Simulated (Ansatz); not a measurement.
# One crystal, many levels of theory: SrTiO3 (I4/mcm), part 2 of 2

Aim: the gap of SrTiO3 (I4/mcm) at several levels of theory on one structure, with the time that each takes.

Ansatz 0.2.0; density functionals, hybrids and G0W0, plane waves, PAW. Known limits of the many-body steps: finite bands, screening cutoff and k mesh; no spin-orbit coupling in G0W0.

So far. Step 4 (HSE06 on the 4×4×4 mesh): Over mesh and listed points the gap is 3.363 eV, direct, at k = Γ. HSE06 against PBE: 3.363 − 1.908 = +1.455 eV. The runs also differ in mesh (6×6×6 and 4×4×4), so how much of this comes from the functional alone is not known. Step 5 (HSE06+SOC on the 4×4×4 mesh): Over mesh and listed points the gap is 3.347 eV, direct, at k = Γ.

In doubt: masses and optical values from hybrid runs of this build are listed as unsure (steps 7, 8), which bears on the screening that GW takes from such a start; the elements are of a kind flagged for part-filled d or f shells, though by formal charges that shell is empty here, so the flag may not apply.

## Step 6: G0W0@PBE, 4×4×4 mesh, 1991 empty bands, screening to 380 eV, hard PAW files

G0W0 replaces the xc potential by a self-energy built once from the orbitals of the start. Levels are corrected in the window of bands that the input names, at points of the mesh.

This step: G0W0 on PBE, plane waves, PAW.

The input, input.yaml:

```yaml
crystal:
  lattice:
    - [-2.7555, 2.7555, 3.898]
    - [2.7555, -2.7555, 3.898]
    - [2.7555, 2.7555, -3.898]
  atoms:
    - { symbol: Sr, position: [0.75, 0.25, 0.5] }
    - { symbol: Sr, position: [0.25, 0.75, 0.5] }
    - { symbol: Ti, position: [0.0, 0.0, 0.0] }
    - { symbol: Ti, position: [0.5, 0.5, 0.0] }
    - { symbol: O, position: [0.25, 0.25, 0.0] }
    - { symbol: O, position: [0.75, 0.75, 0.0] }
    - { symbol: O, position: [0.7451, 0.2451, 0.9902] }
    - { symbol: O, position: [0.2451, 0.2549, 0.5] }
    - { symbol: O, position: [0.2549, 0.7549, 0.0098] }
    - { symbol: O, position: [0.7549, 0.7451, 0.5] }
kpoints:
  mp_grid: { grid: [4, 4, 4] }
hamiltonian:
  xc: pbe
  pseudopotentials: { kind: paw, source: ansatz }
scf:
  occupations: { method: fixed }
gw:
  n_empty_bands: 1991
  ecut_chi: 380
  qp_bands: [v3, c3]
  qp_kpoints: band_edges
  screening: { model: contour_deformation }
```

On the command line:

```console
$ ansatz run input.yaml --threads 4 --pin off --max-ram 138240MiB --backend cuda --events-out ev --progress --plain --runs-dir out --devices 1 --max-vram 26GiB
```

Numbers of over 12 decimals in the logs are rounded to 6 here.

Log:

```text
GPUs: using 1 of 1 available (devices: 1).
[...]
GPU FFT provider: cuFFT
GPU libraries: cuBLAS 13.8.2, cuFFT 12.4.0, cuSOLVER 12.3.4
Crystal: 10 atoms, lattice volume = 118.387 Å³
Basis set: ecut = 930 eV, 7631 PW (Γ)
Bands: 50, of which v1, the nominal top of the filled ones, is band 40 counted from 1 (39 counted from 0)
Symmetry: 16 space group operations
[...]
k-points: 13 of 64
[...]
1    39      9.4752   -26.1092     3.9577   -21.2761  0.7213     8.5830     8.5997  root
[...]
12    40      9.9731   -25.9031     4.2152   -20.8364  0.7127     9.1050     9.1217  root
    12    41     12.1221   -12.9628    -7.0717   -20.8786  0.7297    12.9804    12.9661  root
    12    42     13.8762   -14.8369    -7.5615   -23.1982  0.6865    14.6952    14.6760  root
    12    43     13.8762   -14.8369    -7.5615   -23.1982  0.6865    14.6952    14.6760  root
[key lines of the parts left out:]
SCF converged after 10 iterations
Free energy (F): -15510.198051 eV
Fermi energy:    10.058875 eV
```

Wall time 4.5 min (1 × NVIDIA H100 80GB HBM3 (shared by 3 runs) with 4 threads of AMD EPYC 7R13 (Zen 3), shared host); peak memory 14 GiB.

Numbers from this step:

```
bands summed                                    : 2031
RPA ε∞ on this mesh (eigenvalues)               : 6.126, 6.126, 6.126
plane waves in the screening matrix             : 1989
G0W0 gap over the corrected points              : 3.559 eV
k of the valence top                            : 0, 0, 0
k of the conduction bottom                      : 0, 0, 0
starting gap on the mesh                        : 1.895 eV
Z at the valence top                            : 0.7132
Z at the conduction bottom                      : 0.7367
least direct G0W0 gap over the corrected points : 3.559 eV
```

Over 11 of 13 irreducible mesh points the G0W0 gap is 3.559 eV, direct, at k = Γ. The PBE gap of this run on the mesh is 1.895 eV. The two states that bound the G0W0 gap lie that far apart at the start, so the correction of the gap is 3.559 − 1.895 = +1.664 eV.

## Step 7: G0W0@HSE06, 4×4×4 mesh, 704 empty bands, screening to 190 eV, hard PAW files

This step: G0W0 on HSE06, plane waves, PAW.

Changes to input.yaml since step 6:

```diff
@@ -19,3 +19,3 @@
 hamiltonian:
-  xc: pbe
+  xc: hse06
   pseudopotentials: { kind: paw, source: ansatz }
@@ -24,4 +24,4 @@
 gw:
-  n_empty_bands: 1991
-  ecut_chi: 380
+  n_empty_bands: 704
+  ecut_chi: 190.0
   qp_bands: [v3, c3]
```

Log:

```text
GPUs: using 1 of 1 available (devices: 1).
[...]
GPU FFT provider: cuFFT
GPU libraries: cuBLAS 13.8.2, cuFFT 12.4.0, cuSOLVER 12.3.4
Crystal: 10 atoms, lattice volume = 118.387 Å³
Basis set: ecut = 930 eV, 7631 PW (Γ)
Bands: 50, of which v1, the nominal top of the filled ones, is band 40 counted from 1 (39 counted from 0)
Symmetry: 16 space group operations
[...]
k-points: 13 of 64
[...]
1    38      8.4004   -26.1652     3.8433   -22.3236  0.7690     8.4021     8.4021  root
     1    39      8.4005   -26.1662     3.8432   -22.3248  0.7690     8.4023     8.4023  root
[...]
12    40      8.9473   -25.9910     4.0486   -21.9663  0.7625     8.9711     8.9711  root
    12    41     12.5758   -12.3419    -6.3473   -19.1960  0.7750    13.0856    13.0825  root
    12    42     14.5060   -14.2301    -6.7391   -21.4757  0.7408    15.0167    15.0124  root
    12    43     14.5060   -14.2301    -6.7391   -21.4757  0.7408    15.0167    15.0124  root
[key lines of the parts left out:]
Free energy (F): -15513.660808 eV
Fermi energy:    9.033319 eV
```

The job ended after 2.9 min (1 × NVIDIA H100 80GB HBM3 (shared by 3 runs) with 4 threads; peak memory 4.4 GiB).

Numbers from this step:

```yaml
bands_summed: 744
rpa_eps_infinity_on_this_mesh_eigenvalues: 4.411, 4.411, 4.411
plane_waves_in_the_screening_matrix: 725
g0w0_gap_over_the_corrected_points: 3.820 eV
k_of_the_valence_top: 0, 0, 0
k_of_the_conduction_bottom: 0, 0, 0
starting_gap_on_the_mesh: 3.354 eV
z_at_the_valence_top: 0.7628
z_at_the_conduction_bottom: 0.7811
least_direct_g0w0_gap_over_the_corrected_points: 3.820 eV
```

Over 11 of 13 irreducible mesh points the G0W0 gap is 3.820 eV, direct, at k = Γ. The HSE06 gap of this run on the mesh is 3.354 eV. The two states that bound the G0W0 gap lie that far apart at the start, so the correction of the gap is 3.820 − 3.354 = +0.466 eV. G0W0@HSE06 against G0W0@PBE with 744 bands (a further run, in the table below): 3.820 − 3.489 = +0.331 eV, with the same mesh, files and cutoffs, and both edges at the same k points.

## Step 8: G0W0@PBE0, 4×4×4 mesh, 704 empty bands, screening to 190 eV, hard PAW files

This step: G0W0 on PBE0, plane waves, PAW.

Changes to input.yaml since step 7:

```diff
@@ -19,3 +19,3 @@
 hamiltonian:
-  xc: hse06
+  xc: pbe0
   pseudopotentials: { kind: paw, source: ansatz }
```

Log:

```text
GPUs: using 1 of 1 available (devices: 1).
[...]
GPU FFT provider: cuFFT
GPU libraries: cuBLAS 13.8.2, cuFFT 12.4.0, cuSOLVER 12.3.4
Crystal: 10 atoms, lattice volume = 118.387 Å³
Basis set: ecut = 930 eV, 7631 PW (Γ)
Bands: 50, of which v1, the nominal top of the filled ones, is band 40 counted from 1 (39 counted from 0)
Symmetry: 16 space group operations
[...]
k-points: 13 of 64
[...]
1    38      8.0190   -26.1779     3.7103   -22.7163  0.7823     8.2671     8.2677  root
     1    39      8.0192   -26.1789     3.7103   -22.7174  0.7823     8.2673     8.2679  root
[...]
12    40      8.5485   -25.9967     3.9039   -22.3775  0.7762     8.8324     8.8332  root
    12    41     12.9297   -12.3258    -6.1973   -18.8073  0.7880    13.2146    13.2138  root
    12    42     14.8905   -14.2188    -6.5590   -21.0651  0.7570    15.1788    15.1777  root
    12    43     14.8905   -14.2188    -6.5590   -21.0651  0.7570    15.1788    15.1777  root
[key lines of the parts left out:]
Free energy (F): -15514.316332 eV
Fermi energy:    8.639306 eV
```

The job ended after 3.4 min (1 × NVIDIA H100 80GB HBM3 (shared by 3 runs) with 4 threads; peak memory 4.3 GiB; 5.9 min of CPU time).

Numbers from this step:

```
bands summed                                    : 744
RPA ε∞ on this mesh (eigenvalues)               : 4.108, 4.108, 4.108
plane waves in the screening matrix             : 725
G0W0 gap over the corrected points              : 4.083 eV
k of the valence top                            : 0, 0, 0
k of the conduction bottom                      : 0, 0, 0
starting gap on the mesh                        : 4.099 eV
Z at the valence top                            : 0.7764
Z at the conduction bottom                      : 0.7937
least direct G0W0 gap over the corrected points : 4.083 eV
```

Over 11 of 13 irreducible mesh points the G0W0 gap is 4.083 eV, direct, at k = Γ. The PBE0 gap of this run on the mesh is 4.099 eV. The two states that bound the G0W0 gap lie that far apart at the start, so the correction of the gap is 4.083 − 4.099 = −0.016 eV. G0W0@PBE0 against G0W0@HSE06 with 744 bands: 4.083 − 3.820 = +0.263 eV, with the same mesh, files and cutoffs, and both edges at the same k points.

## Step 9: The ladder

Each gap is the least one over the points named; times are wall times on shared hosts, not benchmarks. A G0W0 time includes the run's own self-consistent start. Runs with listed points see these and the mesh alone, so an edge that moves elsewhere is missed. Rows marked * are further runs, not shown as steps, whose inputs differ from the G0W0 step on the same start in the columns given; solver thresholds can differ too.

```csv
level,mesh,"files, cutoff","bands summed, screening",points,gap (eV),valence top,conduction bottom,least direct gap (eV),time
PBE,6×6×6,"soft_1 PAW, 420 eV",-,mesh and path,1.908,Γ,Γ,1.908,7.3 s
PBE+SOC,6×6×6,"soft_1 PAW, 420 eV",-,mesh and listed points,1.893,Γ,Γ,1.893,8.7 s
HSE06,4×4×4,"soft_1 PAW, 420 eV",-,mesh and listed points,3.363,Γ,Γ,3.363,20 s
HSE06+SOC,4×4×4,"soft_1 PAW, 420 eV",-,mesh and listed points,3.347,Γ,Γ,3.347,82 s
G0W0@PBE*,4×4×4,"hard PAW, 930 eV","350, 110 eV",11 of 13 irreducible mesh points,3.441,Γ,Γ,3.441,34 s
G0W0@PBE*,4×4×4,"hard PAW, 930 eV","744, 190 eV",11 of 13 irreducible mesh points,3.489,Γ,Γ,3.489,69 s
G0W0@PBE*,4×4×4,"hard PAW, 930 eV","1232, 270 eV",11 of 13 irreducible mesh points,3.529,Γ,Γ,3.529,2 min
G0W0@PBE,4×4×4,"hard PAW, 930 eV","2031, 380 eV",11 of 13 irreducible mesh points,3.559,Γ,Γ,3.559,4.5 min
G0W0@PBE*,6×6×6,"hard PAW, 930 eV","350, 110 eV",28 of 30 irreducible mesh points,3.446,Γ,Γ,3.446,4.1 min
G0W0@HSE06,4×4×4,"hard PAW, 930 eV","744, 190 eV",11 of 13 irreducible mesh points,3.820,Γ,Γ,3.820,2.9 min
G0W0@PBE0,4×4×4,"hard PAW, 930 eV","744, 190 eV",11 of 13 irreducible mesh points,4.083,Γ,Γ,4.083,3.4 min
```

## Step 10: Summary of results

```
PBE, over mesh and path                                             : 1.908 eV
PBE+SOC, over mesh and listed points                                : 1.893 eV
HSE06, over mesh and listed points                                  : 3.363 eV
HSE06+SOC, over mesh and listed points                              : 3.347 eV
G0W0@PBE (2031 bands, 4×4×4), over 11 of 13 irreducible mesh points : 3.559 eV
G0W0@HSE06, over 11 of 13 irreducible mesh points                   : 3.820 eV
G0W0@PBE0, over 11 of 13 irreducible mesh points                    : 4.083 eV
known limits                                                        : finite bands, screening cutoff and k mesh; no spin-orbit coupling in G0W0
```

In words: The rows run from 1.893 eV (PBE+SOC) to 4.083 eV (G0W0@PBE0). They differ in mesh, files, plane-wave cutoff, bands and screening cutoff of G0W0 and the points over which the gap was sought as well as in level, so only pairs that share these are like for like. PBE+SOC against PBE: 1.893 − 1.908 = −0.015 eV, with the same mesh, set of files (read in its fully relativistic form for the spin-orbit run) and cutoff, and both edges at the same k points. The spin-orbit run sees mesh and listed points alone, so its gap is an upper bound: the coupling can move an edge off these points, and the change over the zone, its sign included where it is small, is not known. HSE06+SOC against HSE06: 3.347 − 3.363 = −0.016 eV, with the same mesh, set of files (read in its fully relativistic form for the spin-orbit run) and cutoff, and both edges at the same k points. The spin-orbit run sees mesh and listed points alone, so its gap is an upper bound: the coupling can move an edge off these points, and the change over the zone, its sign included where it is small, is not known. G0W0@HSE06 against G0W0@PBE with 744 bands: 3.820 − 3.489 = +0.331 eV, with the same mesh, files and cutoffs, and both edges at the same k points. G0W0@PBE0 against G0W0@HSE06 with 744 bands: 4.083 − 3.820 = +0.263 eV, with the same mesh, files and cutoffs, and both edges at the same k points. G0W0@PBE (2031 bands, 4×4×4) moves the gap of its own start on the mesh by 3.559 − 1.895 = +1.664 eV, between the same two levels. Both edges that PBE shows over mesh and path lie at k points where levels were corrected. Levels at other points were not corrected, so a lower G0W0 gap elsewhere in the zone is not ruled out. G0W0@HSE06 moves the gap of its own start on the mesh by 3.820 − 3.354 = +0.466 eV, between the same two levels. Both edges that HSE06 shows over mesh and listed points lie at k points where levels were corrected. Levels at other points were not corrected, so a lower G0W0 gap elsewhere in the zone is not ruled out. G0W0@PBE0 moves the gap of its own start on the mesh by 4.083 − 4.099 = −0.016 eV, between the same two levels. No PBE0 run over points off the mesh is shown, so for G0W0@PBE0 the gap over the whole zone is not known. What spin-orbit coupling does to the G0W0 levels was not computed, so no sum with the G0W0 gap is formed. For G0W0@PBE: from 350 bands and 110 eV to 2031 bands and 380 eV the gap moves by 3.559 − 3.441 = +0.118 eV (rung by rung 3.441, 3.489, 3.529, 3.559 eV); bands and screening cutoff rise together, so their parts are not told apart. A line in one over the bands through the two highest rungs gives 3.559 + (3.559 − 3.529) × 1232 / (2031 − 1232) = 3.605 eV, and through the pair below 3.529 + (3.529 − 3.489) × 744 / (1232 − 744) = 3.590 eV. The two agree within 0.03 eV and the same two states bound the gap in each rung, so 3.605 eV is taken as an estimate of the limit on this mesh. The other G0W0 rows are shown at one basis each (744 bands), so their distance from the limit is not known here. With the 6×6×6 mesh in place of the 4×4×4 mesh and all else as in the G0W0@PBE row with 350 bands, the gap differs by 3.446 − 3.441 = +0.005 eV, and that of the start by 1.897 − 1.895 = +0.002 eV. The G0W0 runs are scalar-relativistic. G0W0 is shown with one set of atomic data (hard PAW), so the error from the files is not known here.

[Paths, hosts, dates, memory and timing lines, banners, echoed tables and standing remarks are left out of the program output.]

[Logs are printed without paths, hosts, clocks, repeated set-up lines and the standing remarks that a program may print on its own settings, such as how far it seeks lower states.]

[Runs of the session that timed out or met a known fault of the program may be left out.]

[Cells called generated may have been cut or substituted from an entry of the Crystallography Open Database or the Materials Project.]

[Hosts, paths, dates, database ids (printed as entryN), source tags and the programs' standing remarks are cut or masked in the printed files.]

[Where an RPA ε∞ is given, it is that of the G0W0 mesh and is not shown converged in it. Names of k-points follow the symmetry that the program found, which can be lower than the space group named. Band edges on a path are those of the sampled points; other points can move an edge, and change direct to indirect where valleys lie close.]

[Hybrid gaps are those of their k-mesh and are not shown converged in it.]
